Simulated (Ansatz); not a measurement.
# Work function of Fe(111): what the settings cost and change, part 2 of 2

Aim: the work function of Fe(111) against thickness and vacuum, with the cost.

Ansatz 0.2.0; plane-wave DFT, PBE, Ansatz PAW.

So far, work function, upper face (eV): step 2 (run, setting 1 layer) 4.18; step 8 (run, 8 atoms) 3.86; step 9 (run, 10 atoms) 3.84; step 10 (run, 13 atoms) 3.82; step 11 (slab, 11 atoms) 3.86.

### 12. Slab, 11 atoms (run 2)

The cell differs from the one that the last finished run ended in (c 18.285 → 22.285 Å).

Contents of input.yaml:

```yaml
crystal:
  lattice:
    - [4.058792924, 0.0, 0.0]
    - [2.029396462, 3.5150177809, 0.0]
    - [0.0, 0.0, 22.2849763629]
  atoms:
    - { symbol: Fe, position: [0.6666666667, 0.6666666667, 0.314112965], spin: 2.5 }
    - { symbol: Fe, position: [0.0, 0.0, 0.351290372], spin: 2.5 }
    - { symbol: Fe, position: [0.3333333333, 0.3333333333, 0.388467779], spin: 2.5 }
    - { symbol: Fe, position: [0.6666666667, 0.6666666667, 0.425645186], spin: 2.5 }
    - { symbol: Fe, position: [0.0, 0.0, 0.462822593], spin: 2.5 }
    - { symbol: Fe, position: [0.3333333333, 0.3333333333, 0.5], spin: 2.5 }
    - { symbol: Fe, position: [0.6666666667, 0.6666666667, 0.537177407], spin: 2.5 }
    - { symbol: Fe, position: [0.0, 0.0, 0.574354814], spin: 2.5 }
    - { symbol: Fe, position: [0.3333333333, 0.3333333333, 0.611532221], spin: 2.5 }
    - { symbol: Fe, position: [0.6666666667, 0.6666666667, 0.648709628], spin: 2.5 }
    - { symbol: Fe, position: [0.0, 0.0, 0.685887035], spin: 2.5 }
magnetization:
  spin_polarized: true
kpoints:
  mp_grid: { grid: [12, 12, 1] }
hamiltonian:
  xc: pbe
scf:
  occupations: { method: fermi_dirac, width: 0.1 }
  convergence: { dr2_threshold: 1.0e-09 }
efield:
  axis: 3
  dipole_correction: true
  ramp_position: 0.97
  ramp_width: 0.06
output:
  write_potential: true
  write_density: true
  volumetric_format: npy
```

Run with:

```
$ ansatz run input.yaml --threads 4 --pin off --max-ram 6144MiB --backend cpu --events-out ev --progress --plain --runs-dir out
```

Elapsed: 3.8 min, on 4 threads of Arm Neoverse N1, shared host; peak memory 2 GiB; 13 min of CPU time.

The work function is 3.871 eV, +0.006 eV from the run “11 layer, 10 Å of vacuum”, at 1.2 times its CPU time.

### 13. Slab, 11 atoms (run 3)

The cell differs from the one that the last finished run ended in (c 22.285 → 34.285 Å).

input.yaml, the sections that differ from step 12:

```yaml
crystal:
  lattice:
    - [4.058792924, 0.0, 0.0]
    - [2.029396462, 3.5150177809, 0.0]
    - [0.0, 0.0, 34.2849763629]
  atoms:
    - { symbol: Fe, position: [0.6666666667, 0.6666666667, 0.3791748276], spin: 2.5 }
    - { symbol: Fe, position: [0.0, 0.0, 0.403339862], spin: 2.5 }
    - { symbol: Fe, position: [0.3333333333, 0.3333333333, 0.4275048965], spin: 2.5 }
    - { symbol: Fe, position: [0.6666666667, 0.6666666667, 0.451669931], spin: 2.5 }
    - { symbol: Fe, position: [0.0, 0.0, 0.4758349655], spin: 2.5 }
    - { symbol: Fe, position: [0.3333333333, 0.3333333333, 0.5], spin: 2.5 }
    - { symbol: Fe, position: [0.6666666667, 0.6666666667, 0.5241650345], spin: 2.5 }
    - { symbol: Fe, position: [0.0, 0.0, 0.548330069], spin: 2.5 }
    - { symbol: Fe, position: [0.3333333333, 0.3333333333, 0.5724951035], spin: 2.5 }
    - { symbol: Fe, position: [0.6666666667, 0.6666666667, 0.596660138], spin: 2.5 }
    - { symbol: Fe, position: [0.0, 0.0, 0.6208251724], spin: 2.5 }
# magnetization, kpoints, hamiltonian, scf, efield, output: as in step 12
```

Wall time 5.6 min (4 threads); peak memory 3 GiB; 21 min of CPU time.

The work function is 3.871 eV, +0.000 eV from the run “11 layer, 14 Å of vacuum”, at 1.5 times its CPU time.

### 14. Comparing the runs

Times are for 4 threads of Arm Neoverse N1, shared host. The runs compared:

| no. | setting | work function, upper face (eV) | time | memory (GiB) |
| --- | --- | --- | --- | --- |
| 1 | 1 layer | 4.177 | 2.8 min | 0.92 |
| 2 | 2 layers | 3.800 | 24 s | 0.65 |
| 3 | 3 layers | 3.979 | 45 s | 0.77 |
| 4 | 4 layers | 3.881 | 67 s | 0.94 |
| 5 | 5 layers | 3.790 | 85 s | 1.1 |
| 6 | 6 layers | 3.863 | 100 s | 1.3 |
| 7 | 8 layers | 3.859 | 2.6 min | 1.7 |
| 8 | 10 layers | 3.837 | 4.1 min | 2.1 |
| 9 | 13 layers | 3.820 | 6.5 min | 2.8 |
| 10 | 11 layer, 10 Å of vacuum | 3.865 | 3.3 min | 1.7 |
| 11 | 11 layer, 14 Å of vacuum | 3.871 | 3.8 min | 2.0 |
| 12 | 11 layer, 26 Å of vacuum | 3.871 | 5.6 min | 3.0 |

### 15. A changed input

System of this step: Fe(111) monolayer. The cell holds 1 atom: 1 Fe. Cell: a = 4.059 Å, b = 4.059 Å, c = 18.000 Å, α = 90.0°, β = 90.0°, γ = 60.0°. Vacuum lies along c.

An input spoilt on purpose, to show how the run answers: it repeats the earlier run “1 layer” with efield.ramp_width from 0.06 to 0.9, and scf.max_iter set to 75; its output block differs too.

input.yaml, the sections that differ from step 13:

```yaml
crystal:
  lattice:
    - [4.058792924, 0.0, 0.0]
    - [2.029396462, 3.5150177809, 0.0]
    - [0.0, 0.0, 18.0]
  atoms:
    - { symbol: Fe, position: [0.6666666667, 0.6666666667, 0.5], spin: 2.5 }
scf:
  occupations: { method: fermi_dirac, width: 0.1 }
  convergence: { dr2_threshold: 1.0e-09 }
  max_iter: 75
efield:
  axis: 3
  dipole_correction: true
  ramp_position: 0.97
  ramp_width: 0.9
# magnetization, kpoints, hamiltonian, output: as in step 13
```

Wall time 0.23 s (4 threads); peak memory 0.29 GiB.

The input was rejected at the start.

The program's message: “Error: efield: ion 0 (Fe) at fractional coordinate 0.5000 along the field axis lies inside the sawtooth ramp with 2 of the planes that the density is read on at each end, [0.9540, 0.8860] — the ramp m …”

The fault put into the input: a ramp so wide that it reaches the atoms.

### 16. What came out

| Item | Value |
| --- | --- |
| work function, 1 layer | 4.177 eV |
| work function, 5 layers | 3.790 eV |
| work function, 6 layers | 3.863 eV |
| work function, 13 layers | 3.820 eV |

What this shows: The thickest slab gives 3.82 eV, and the settings tried spread the value from 3.79 to 4.18 eV. At 18 Å of vacuum, the slabs from 5 layers on stay within 0.05 eV of the thickest. Going from 10 to 26 Å of vacuum moves it by 0.006 eV. The program marks the value as in doubt in “11 layer, 10 Å of vacuum”. The ladder's slabs use the tabulated experimental lattice constant (two decimals; a low-temperature value for the alkali metals). This open face is not relaxed here, and relaxation moves such faces by up to a few tenths of an eV. The magnetic order is the one reached from the typed start; other orders were not compared. In 1 run of the series (11 layer, 10 Å of vacuum) the program warns that electrons reach the sawtooth's ramp, which makes dipole and work function less sure.

Comparison with the measured values:

| quantity | measured | 13 layers |
| --- | --- | --- |
| work function (clean (111) face, a compiled value) (eV) | 4.81 | 3.82 (-0.99 eV) |

Measured values from arxiv:1902.07811 (2019).

Verdict: The work function is off by -0.99 eV: a clear miss. No cell relaxation is part of this session.

[Long decimals in the printed logs are rounded to 6 places.]

[Logs are printed without paths, hosts, clocks, repeated set-up lines and the standing remarks that a program may print on its own settings, such as how far it seeks lower states.]

[Hosts, paths, dates, database ids (printed as entryN), source tags and the programs' standing remarks are cut or masked in the printed files.]

[Maps of the electrostatic potential energy from Ansatz leave out the sawtooth potential of an applied field or a dipole correction, so their vacuum need not be flat; planar profiles and work functions include it.]
